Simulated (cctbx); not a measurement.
# A crystallographic session in cctbx: ZnCdI3F

Library: cctbx 2025.11.

## 1. Energy scan

run.py:

```python
from cctbx import adptbx, crystal, miller, xray
from cctbx.array_family import flex
from cctbx.eltbx import sasaki

cs = crystal.symmetry(unit_cell=(5.45, 20.448, 7.483, 90, 90, 90), space_group_symbol='Hall: -C 2c 2')  # Cmcm
atoms = [  # label, site, U (iso, or U11 U22 U33 U12 U13 U23 in A^2), occupancy
    ("I1", (0.5, 0.6849, 0.0041), (0.0146, 0.0164, 0.0120, 0.0000, 0.0000, 0.0028), 1),
    ("I2", (0.5, 0.8992, 0.25), (0.0076, 0.0082, 0.0071, 0.0000, 0.0000, 0.0000), 1),
    ("Cd1", (0.5, 0.586, 0.75), (0.0086, 0.0097, 0.0060, 0.0000, 0.0000, 0.0000), 1),
    ("Zn1", (0, 0.6663, 0.25), (0.0080, 0.0073, 0.0202, 0.0000, 0.0000, 0.0000), 1),
    ("F1", (0, 0, 0.5), (0.0156, 0.0263, 0.0223, 0.0000, 0.0000, 0.0102), 1),
]
xs = xray.structure(crystal_symmetry=cs)
for label, site, u, occ in atoms:
    u = adptbx.u_cif_as_u_star(cs.unit_cell(), u) if isinstance(u, tuple) else u
    xs.add_scatterer(xray.scatterer(label, site=site, u=u, occupancy=occ))
hkl = [(1, 1, 2), (0, 2, 2), (0, 2, 1), (0, 4, 1)]
ms = miller.set(cs, flex.miller_index(hkl + [tuple(-v for v in h) for h in hkl]), anomalous_flag=True)
print("E (eV)    f'(Zn)   f''   " + "".join("%16s" % ("|F|" + " ".join(map(str, h))) for h in hkl))
for e in [9059, 9409, 9539, 9599, 9629, 9644, 9651, 9655, 9663, 9667, 9674, 9689, 9719, 9809, 10059]:
    xs.set_inelastic_form_factors(12398.42 / e, "sasaki")
    t = sasaki.table("Zn").at_ev(e)
    f = flex.abs(ms.structure_factors_from_scatterers(xs, algorithm="direct").f_calc().data())
    n = len(hkl)
    print("%7.0f %7.2f %6.2f  " % (e, t.fp(), t.fdp()) + "".join("%9.1f/%6.1f" % (f[k], f[k + n]) for k in range(n)))
```

```console
$ python run.py
```

```text
E (eV)    f'(Zn)   f''           |F|1 1 2        |F|0 2 2        |F|0 2 1        |F|0 4 1
   9059   -2.48   0.55      214.4/ 214.4    306.3/ 306.3    255.8/ 255.8    347.4/ 347.4
   9409   -3.31   0.51      213.0/ 213.0    307.8/ 307.8    258.5/ 258.5    344.4/ 344.4
   9539   -4.03   0.50      211.7/ 211.7    309.1/ 309.1    260.9/ 260.9    341.9/ 341.9
   9599   -4.73   0.49      210.3/ 210.3    310.4/ 310.4    263.2/ 263.2    339.5/ 339.5
   9629   -5.46   0.49      209.0/ 209.0    311.8/ 311.8    265.7/ 265.7    337.1/ 337.1
   9644   -6.19   0.49      207.6/ 207.6    313.2/ 313.2    268.2/ 268.2    334.6/ 334.6
   9651   -6.85   0.49      206.3/ 206.3    314.4/ 314.4    270.4/ 270.4    332.3/ 332.3
   9655   -7.57   0.49      204.9/ 204.9    315.8/ 315.8    272.9/ 272.9    329.9/ 329.9
   9663   -7.68   3.89      205.5/ 205.5    315.3/ 315.3    272.3/ 272.3    330.6/ 330.6
   9667   -6.90   3.89      207.0/ 207.0    313.8/ 313.8    269.6/ 269.6    333.3/ 333.3
   9674   -6.19   3.88      208.3/ 208.3    312.4/ 312.4    267.2/ 267.2    335.6/ 335.6
   9689   -5.42   3.87      209.8/ 209.8    310.9/ 310.9    264.5/ 264.5    338.2/ 338.2
   9719   -4.64   3.85      211.3/ 211.3    309.5/ 309.5    261.8/ 261.8    340.8/ 340.8
   9809   -3.63   3.78      213.3/ 213.3    307.5/ 307.5    258.4/ 258.4    344.2/ 344.2
  10059   -2.45   3.59      215.5/ 215.5    305.2/ 305.2    254.2/ 254.2    348.0/ 348.0
```

It took 0.41 s on 1 thread of Arm Neoverse N1, on a shared host, peak memory 0.07 GiB.

[Logs are printed without paths, hosts, clocks, repeated set-up lines and the standing remarks that a program may print on its own settings, such as how far it seeks lower states.]
